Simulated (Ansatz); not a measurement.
# Work function of Al(110): what the settings cost and change, part 2 of 2

How thick a slab and how much vacuum does the work function of Al(110) need?

Ansatz 0.2.0; plane-wave DFT, PBE, Ansatz PAW.

So far, work function, upper face (eV): step 2 (slab, setting 1 layer) 3.90; step 4 (run, 3 atoms) 4.24; step 5 (slab, 4 atoms) 4.12; step 6 (run, 5 atoms) 3.97; step 7 (slab, 6 atoms) 3.99.

### 8. Run, 8 atoms

System of this step: Al(110). The cell holds 8 atoms: 8 Al. Cell: a = 4.050 Å, b = 2.864 Å, c = 28.023 Å, α = 90.0°, β = 90.0°, γ = 90.0°. Vacuum lies along c.

File input.yaml:

```yaml
crystal:
  lattice:
    - [4.05, 0.0, 0.0]
    - [0.0, 2.8637824638, 0.0]
    - [0.0, 0.0, 28.0232386233]
  atoms:
    - { symbol: Al, position: [0.5, 0.5, 0.3211620227] }
    - { symbol: Al, position: [0.0, 0.0, 0.3722585877] }
    - { symbol: Al, position: [0.5, 0.5, 0.4233551526] }
    - { symbol: Al, position: [0.0, 0.0, 0.4744517175] }
    - { symbol: Al, position: [0.5, 0.5, 0.5255482825] }
    - { symbol: Al, position: [0.0, 0.0, 0.5766448474] }
    - { symbol: Al, position: [0.5, 0.5, 0.6277414123] }
    - { symbol: Al, position: [0.0, 0.0, 0.6788379773] }
kpoints:
  mp_grid: { grid: [10, 14, 1] }
hamiltonian:
  xc: pbe
scf:
  occupations: { method: fermi_dirac, width: 0.1 }
  convergence: { dr2_threshold: 1.0e-09 }
efield:
  axis: 3
  dipole_correction: true
  ramp_position: 0.97
  ramp_width: 0.06
output:
  write_potential: true
  write_density: true
  volumetric_format: npy
```

On the command line:

```sh
$ ansatz run input.yaml --threads 2 --pin off --max-ram 3072MiB --backend cpu --events-out ev --progress --plain --runs-dir out
```

The program printed:

```text
[...]
Crystal: 8 atoms, lattice volume = 325.022 Å³
Basis set: ecut = 420 eV, 6369 PW (Γ)
Bands: 20, of which v1, the nominal top of the filled ones, is band 12 counted from 1 (11 counted from 0)
Symmetry: 4 space group operations
k-points: 48 of 140
[...]
k-point 0: bands = [... 8 lower, -0.5624, -0.4911, 0.0074, 0.2964, 1.2046, 1.5422, 1.8465, 3.1974, ... 4 higher]
  k-point 1: bands = [... 8 lower, -0.4801, -0.4026, 0.0918, 0.3835, 1.2845, 1.6266, 1.9202, 3.2763, ... 4 higher]
  k-point 2: bands = [... 8 lower, -0.2411, -0.1420, 0.3448, 0.6394, 1.4868, 1.8799, 2.0826, 2.8663, ... 4 higher]
  k-point 47: bands = [... 8 lower, -1.6935, -1.6935, -1.3855, -1.3855, -0.3215, -0.3215, 0.5265, 0.5265, ... 4 higher]
[key lines of the parts left out:]
SCF converged after 7 iterations
Free energy (F): -4298.618473 eV
Fermi energy:    0.836239 eV
Dipole field:    D = -0.000001 V/Å  (p = -0.000002 e·Å, saw-weighted, corrected)
Work function:   Φ+ = 4.1195 eV   Φ− = 4.1194 eV
```

It took 48 s on 2 threads of Arm Neoverse N1, shared host; peak memory 0.65 GiB; 81 s of CPU time.

The work function is 4.119 eV, +0.132 eV from the run “6 layers”, at 1.4 times its CPU time.

### 9. Run, 10 atoms

System of this step: Al(110). The cell holds 10 atoms: 10 Al. Its edges and angles: a = 4.050 Å, b = 2.864 Å, c = 30.887 Å, α = 90.0°, β = 90.0°, γ = 90.0°. Vacuum lies along c.

input.yaml, the sections that differ from step 8:

```yaml
crystal:
  lattice:
    - [4.05, 0.0, 0.0]
    - [0.0, 2.8637824638, 0.0]
    - [0.0, 0.0, 30.8870210871]
  atoms:
    - { symbol: Al, position: [0.5, 0.5, 0.291384526] }
    - { symbol: Al, position: [0.0, 0.0, 0.3377435202] }
    - { symbol: Al, position: [0.5, 0.5, 0.3841025145] }
    - { symbol: Al, position: [0.0, 0.0, 0.4304615087] }
    - { symbol: Al, position: [0.5, 0.5, 0.4768205029] }
    - { symbol: Al, position: [0.0, 0.0, 0.5231794971] }
    - { symbol: Al, position: [0.5, 0.5, 0.5695384913] }
    - { symbol: Al, position: [0.0, 0.0, 0.6158974855] }
    - { symbol: Al, position: [0.5, 0.5, 0.6622564798] }
    - { symbol: Al, position: [0.0, 0.0, 0.708615474] }
# kpoints, hamiltonian, scf, efield, output: as in step 8
```

The program printed:

```text
[...]
Crystal: 10 atoms, lattice volume = 358.238 Å³
Basis set: ecut = 420 eV, 7035 PW (Γ)
Bands: 25, of which v1, the nominal top of the filled ones, is band 15 counted from 1 (14 counted from 0)
Symmetry: 4 space group operations
k-points: 48 of 140
[...]
k-point 0: bands = [... 11 lower, 0.0824, 0.5960, 0.9469, 1.0055, 1.3984, 2.2996, 2.6147, 2.7891, ... 6 higher]
  k-point 1: bands = [... 11 lower, 0.1711, 0.6840, 1.0245, 1.0899, 1.4844, 2.3840, 2.6964, 2.8505, ... 6 higher]
  k-point 2: bands = [... 11 lower, 0.4326, 0.9434, 1.2379, 1.3431, 1.7360, 2.6374, 2.8186, 2.9282, ... 6 higher]
  k-point 47: bands = [... 11 lower, -1.4403, -0.7017, -0.7017, -0.3889, -0.3889, 0.4261, 0.4261, 1.2682, ... 6 higher]
[key lines of the parts left out:]
SCF converged after 7 iterations
Free energy (F): -5373.614168 eV
Fermi energy:    1.527759 eV
Dipole field:    D = 0.000002 V/Å  (p = 0.000005 e·Å, saw-weighted, corrected)
Work function:   Φ+ = 4.0722 eV   Φ− = 4.0722 eV
```

The job ended after 69 s (2 threads; peak memory 0.76 GiB).

The work function is 4.072 eV, -0.047 eV from the run “8 layers”, at 1.5 times its CPU time.

### 10. Run, 13 atoms

System of this step: Al(110). The cell holds 13 atoms: 13 Al. Cell: a = 4.050 Å, b = 2.864 Å, c = 35.183 Å, α = 90.0°, β = 90.0°, γ = 90.0°. Vacuum lies along c.

input.yaml, the sections that differ from step 9:

```yaml
crystal:
  lattice:
    - [4.05, 0.0, 0.0]
    - [0.0, 2.8637824638, 0.0]
    - [0.0, 0.0, 35.1826947828]
  atoms:
    - { symbol: Al, position: [0.0, 0.0, 0.2558075797] }
    - { symbol: Al, position: [0.5, 0.5, 0.2965063164] }
    - { symbol: Al, position: [0.0, 0.0, 0.3372050531] }
    - { symbol: Al, position: [0.5, 0.5, 0.3779037899] }
    - { symbol: Al, position: [0.0, 0.0, 0.4186025266] }
    - { symbol: Al, position: [0.5, 0.5, 0.4593012633] }
    - { symbol: Al, position: [0.0, 0.0, 0.5] }
    - { symbol: Al, position: [0.5, 0.5, 0.5406987367] }
    - { symbol: Al, position: [0.0, 0.0, 0.5813974734] }
    - { symbol: Al, position: [0.5, 0.5, 0.6220962101] }
    - { symbol: Al, position: [0.0, 0.0, 0.6627949469] }
    - { symbol: Al, position: [0.5, 0.5, 0.7034936836] }
    - { symbol: Al, position: [0.0, 0.0, 0.7441924203] }
# kpoints, hamiltonian, scf, efield, output: as in step 9
```

The program printed:

```text
[...]
Crystal: 13 atoms, lattice volume = 408.060 Å³
Basis set: ecut = 420 eV, 8001 PW (Γ)
Bands: 33, of which v1, the nominal top of the filled ones, is band 20 counted from 1 (19 counted from 0)
Symmetry: 4 space group operations
k-points: 48 of 140
[...]
k-point 0: bands = [... 16 lower, 1.2461, 1.6135, 1.6526, 2.2157, 2.6266, 2.8152, 3.1897, 3.7531, ... 9 higher]
  k-point 1: bands = [... 16 lower, 1.3268, 1.6993, 1.7370, 2.3004, 2.7111, 2.8834, 3.2724, 3.8377, ... 9 higher]
  k-point 2: bands = [... 16 lower, 1.5581, 1.9493, 1.9903, 2.5431, 2.9646, 3.0221, 3.5043, 3.8286, ... 9 higher]
  k-point 47: bands = [... 16 lower, -0.0739, -0.0014, 0.0527, 0.5017, 0.8340, 0.8821, 0.8875, 1.5039, ... 9 higher]
[key lines of the parts left out:]
SCF converged after 7 iterations
Free energy (F): -6986.161422 eV
Fermi energy:    2.279221 eV
Dipole field:    D = 0.000000 V/Å  (p = 0.000000 e·Å, saw-weighted, corrected)
Work function:   Φ+ = 4.0956 eV   Φ− = 4.0956 eV
```

It took 99 s on 2 threads; peak memory 0.96 GiB.

The work function is 4.096 eV, +0.023 eV from the run “10 layers”, at 1.5 times its CPU time.

### 11. Run, 7 atoms

System of this step: Al(110). The cell holds 7 atoms: 7 Al. Its edges and angles: a = 4.050 Å, b = 2.864 Å, c = 18.591 Å, α = 90.0°, β = 90.0°, γ = 90.0°. Vacuum lies along c.

input.yaml, the sections that differ from step 10:

```yaml
crystal:
  lattice:
    - [4.05, 0.0, 0.0]
    - [0.0, 2.8637824638, 0.0]
    - [0.0, 0.0, 18.5913473914]
  atoms:
    - { symbol: Al, position: [0.0, 0.0, 0.2689423147] }
    - { symbol: Al, position: [0.5, 0.5, 0.3459615431] }
    - { symbol: Al, position: [0.0, 0.0, 0.4229807716] }
    - { symbol: Al, position: [0.5, 0.5, 0.5] }
    - { symbol: Al, position: [0.0, 0.0, 0.5770192284] }
    - { symbol: Al, position: [0.5, 0.5, 0.6540384569] }
    - { symbol: Al, position: [0.0, 0.0, 0.7310576853] }
# kpoints, hamiltonian, scf, efield, output: as in step 10
```

The program printed:

```text
[...]
Crystal: 7 atoms, lattice volume = 215.628 Å³
Basis set: ecut = 420 eV, 4227 PW (Γ)
Bands: 18, of which v1, the nominal top of the filled ones, is band 11 counted from 1 (10 counted from 0)
Symmetry: 4 space group operations
k-points: 48 of 140
[...]
k-point 0: bands = [... 7 lower, 0.7564, 1.2087, 2.2010, 2.2167, 2.5885, 3.9303, 4.1086, 5.0057, ... 3 higher]
  k-point 1: bands = [... 7 lower, 0.8407, 1.2969, 2.2853, 2.3032, 2.6656, 4.0094, 4.1930, 5.0702, ... 3 higher]
  k-point 2: bands = [... 7 lower, 1.0936, 1.5564, 2.5384, 2.5571, 2.8629, 4.2159, 4.4462, 4.5127, ... 3 higher]
  k-point 47: bands = [... 7 lower, -0.4361, 0.3925, 0.4046, 0.5220, 1.6206, 1.7200, 2.8714, 2.9314, ... 3 higher]
[key lines of the parts left out:]
SCF converged after 7 iterations
Free energy (F): -3761.073790 eV
Fermi energy:    2.462811 eV
Dipole field:    D = 0.000001 V/Å  (p = 0.000001 e·Å, saw-weighted, corrected)
Work function:   Φ+ = 4.0291 eV (in doubt: plateau slope 1.9e-2 eV/Å)   Φ− = 4.0301 eV (in doubt: plateau slope 1.3e-2 eV/Å)
```

Run time: 28 s. Hardware: 2 threads; peak memory 0.48 GiB.

The work function is 4.029 eV. The program marks this work function as in doubt.

### 12. Run, 7 atoms (run 2)

The cell differs from the one that the last finished run ended in (c 18.591 → 22.591 Å).

input.yaml, the sections that differ from step 11:

```yaml
crystal:
  lattice:
    - [4.05, 0.0, 0.0]
    - [0.0, 2.8637824638, 0.0]
    - [0.0, 0.0, 22.5913473914]
  atoms:
    - { symbol: Al, position: [0.0, 0.0, 0.3098531433] }
    - { symbol: Al, position: [0.5, 0.5, 0.3732354288] }
    - { symbol: Al, position: [0.0, 0.0, 0.4366177144] }
    - { symbol: Al, position: [0.5, 0.5, 0.5] }
    - { symbol: Al, position: [0.0, 0.0, 0.5633822856] }
    - { symbol: Al, position: [0.5, 0.5, 0.6267645712] }
    - { symbol: Al, position: [0.0, 0.0, 0.6901468567] }
# kpoints, hamiltonian, scf, efield, output: as in step 11
```

The program printed:

```text
[...]
Crystal: 7 atoms, lattice volume = 262.022 Å³
Basis set: ecut = 420 eV, 5139 PW (Γ)
Bands: 18, of which v1, the nominal top of the filled ones, is band 11 counted from 1 (10 counted from 0)
Symmetry: 4 space group operations
k-points: 48 of 140
[...]
k-point 0: bands = [... 7 lower, -0.3957, 0.0565, 1.0488, 1.0645, 1.4413, 2.7825, 2.9565, 3.7941, ... 3 higher]
  k-point 1: bands = [... 7 lower, -0.3115, 0.1447, 1.1332, 1.1510, 1.5184, 2.8614, 3.0409, 3.8608, ... 3 higher]
  k-point 2: bands = [... 7 lower, -0.0586, 0.4042, 1.3862, 1.4049, 1.7150, 3.0658, 3.2940, 3.3665, ... 3 higher]
  k-point 47: bands = [... 7 lower, -1.5884, -0.7596, -0.7475, -0.6302, 0.4684, 0.5678, 1.7192, 1.7793, ... 3 higher]
[key lines of the parts left out:]
SCF converged after 7 iterations
Free energy (F): -3761.074229 eV
Fermi energy:    1.310750 eV
Dipole field:    D = -0.000000 V/Å  (p = -0.000000 e·Å, saw-weighted, corrected)
Work function:   Φ+ = 4.0374 eV   Φ− = 4.0374 eV
```

The job ended after 36 s (2 threads; peak memory 0.54 GiB).

The work function is 4.037 eV, +0.008 eV from the run “7 layers, 10 Å of vacuum”, at 1.2 times its CPU time.

### 13. Run, 7 atoms (run 3)

The cell differs from the one that the last finished run ended in (c 22.591 → 34.591 Å).

input.yaml, the sections that differ from step 12:

```yaml
crystal:
  lattice:
    - [4.05, 0.0, 0.0]
    - [0.0, 2.8637824638, 0.0]
    - [0.0, 0.0, 34.5913473914]
  atoms:
    - { symbol: Al, position: [0.0, 0.0, 0.3758165258] }
    - { symbol: Al, position: [0.5, 0.5, 0.4172110172] }
    - { symbol: Al, position: [0.0, 0.0, 0.4586055086] }
    - { symbol: Al, position: [0.5, 0.5, 0.5] }
    - { symbol: Al, position: [0.0, 0.0, 0.5413944914] }
    - { symbol: Al, position: [0.5, 0.5, 0.5827889828] }
    - { symbol: Al, position: [0.0, 0.0, 0.6241834742] }
# kpoints, hamiltonian, scf, efield, output: as in step 12
```

The program printed:

```text
[...]
Crystal: 7 atoms, lattice volume = 401.201 Å³
Basis set: ecut = 420 eV, 7859 PW (Γ)
Bands: 18, of which v1, the nominal top of the filled ones, is band 11 counted from 1 (10 counted from 0)
Symmetry: 4 space group operations
k-points: 48 of 140
[...]
k-point 1: bands = [... 7 lower, -2.1668, -1.7106, -0.7222, -0.7044, -0.3369, 1.0063, 1.1855, 2.0000, ... 3 higher]
  k-point 2: bands = [... 7 lower, -1.9139, -1.4511, -0.4691, -0.4505, -0.1402, 1.2105, 1.4386, 1.5114, ... 3 higher]
  k-point 47: bands = [... 7 lower, -3.4437, -2.6150, -2.6029, -2.4856, -1.3870, -1.2875, -0.1362, -0.0761, ... 3 higher]
[key lines of the parts left out:]
SCF converged after 7 iterations
Free energy (F): -3761.074078 eV
Fermi energy:    -0.544593 eV
Dipole field:    D = 0.000000 V/Å  (p = 0.000000 e·Å, saw-weighted, corrected)
Work function:   Φ+ = 4.0375 eV   Φ− = 4.0375 eV
```

The job ended after 56 s (2 threads; peak memory 0.71 GiB; 93 s of CPU time).

The work function is 4.037 eV, +0.000 eV from the run “7 layers, 14 Å of vacuum”, at 1.6 times its CPU time.

### 14. The series together

Times are for 2 threads of Arm Neoverse N1, shared host. The series side by side:

```
no.                   setting  work function, upper face (eV)  time  memory (GiB)
  1                   1 layer                           3.904  13 s          0.43
  2                  2 layers                           3.940  16 s          0.46
  3                  3 layers                           4.243  18 s          0.44
  4                  4 layers                           4.116  24 s          0.47
  5                  5 layers                           3.970  29 s           0.5
  6                  6 layers                           3.988  37 s          0.55
  7                  8 layers                           4.119  48 s          0.65
  8                 10 layers                           4.072  69 s          0.76
  9                 13 layers                           4.096  99 s          0.96
 10  7 layers, 10 Å of vacuum                           4.029  28 s          0.48
 11  7 layers, 14 Å of vacuum                           4.037  36 s          0.54
 12  7 layers, 26 Å of vacuum                           4.037  56 s          0.71
```

### 15. A changed input

System of this step: Al(110) monolayer. The cell holds 1 atom: 1 Al. Cell: a = 4.050 Å, b = 2.864 Å, c = 18.000 Å, α = 90.0°, β = 90.0°, γ = 90.0°. Vacuum lies along c.

An input spoilt on purpose, to show how the run answers: it repeats the earlier run “1 layer” with efield.amplitude to 0 and efield.dipole_correction from true to false, and scf.max_iter set to 50; its output block differs too.

input.yaml, the sections that differ from step 13:

```yaml
crystal:
  lattice:
    - [4.05, 0.0, 0.0]
    - [0.0, 2.8637824638, 0.0]
    - [0.0, 0.0, 18.0]
  atoms:
    - { symbol: Al, position: [0.5, 0.5, 0.5] }
scf:
  occupations: { method: fermi_dirac, width: 0.1 }
  convergence: { dr2_threshold: 1.0e-09 }
  max_iter: 50
efield:
  axis: 3
  dipole_correction: false
  ramp_position: 0.97
  ramp_width: 0.06
  amplitude: 0
# kpoints, hamiltonian, output: as in step 13
```

The program printed:

```text
Error: invalid value for `efield.amplitude`: is zero with dipole_correction: false — the section would apply nothing; set a non-zero amplitude, enable dipole_correction, or remove the block
```

The job ended after 0.04 s (2 threads; peak memory 0.06 GiB; 0.02 s of CPU time).

The input was rejected at the start.

The program's message: “Error: invalid value for `efield.amplitude`: is zero with dipole_correction: false — the section would apply nothing; set a non-zero amplitude, enable dipole_correction, or remove the block”

The fault put into the input: a field block that applies nothing.

### 16. Summary of results

```yaml
work_function_1_layer: 3.904 eV
work_function_3_layers: 4.243 eV
work_function_6_layers: 3.988 eV
work_function_13_layers: 4.096 eV
```

In words: The thickest slab gives 4.10 eV, and the settings tried spread the value from 3.90 to 4.24 eV. At 18 Å of vacuum, the slabs from 8 layers on stay within 0.03 eV of the thickest. Beyond two layers the value swings up and down with thickness, as is usual where quantum-well states cross the Fermi level; the levels were not examined here. Going from 10 to 26 Å of vacuum moves it by 0.008 eV. The program marks the value as in doubt in “7 layers, 10 Å of vacuum”. The ladder's slabs use the tabulated experimental lattice constant (two decimals; a low-temperature value for the alkali metals). In 1 run of the series (7 layers, 10 Å of vacuum) the program warns that electrons reach the sawtooth's ramp, which makes dipole and work function less sure.

Comparison with the measured values:

```
                                               quantity  measured        13 layers
work function (clean (110) face, a compiled value) (eV)      4.23  4.10 (-0.13 eV)
```

Measured values from arxiv:1702.08515 (2017).

How well it matches: The work function is off by -0.13 eV: fair agreement. No cell relaxation is part of this session.

[Long decimals in the printed logs are rounded to 6 places.]

[Logs are printed without paths, hosts, clocks, repeated set-up lines and the standing remarks that a program may print on its own settings, such as how far it seeks lower states.]

[Hosts, paths, dates, database ids (printed as entryN), source tags and the programs' standing remarks are cut or masked in the printed files.]

[Maps of the electrostatic potential energy from Ansatz leave out the sawtooth potential of an applied field or a dipole correction, so their vacuum need not be flat; planar profiles and work functions include it.]
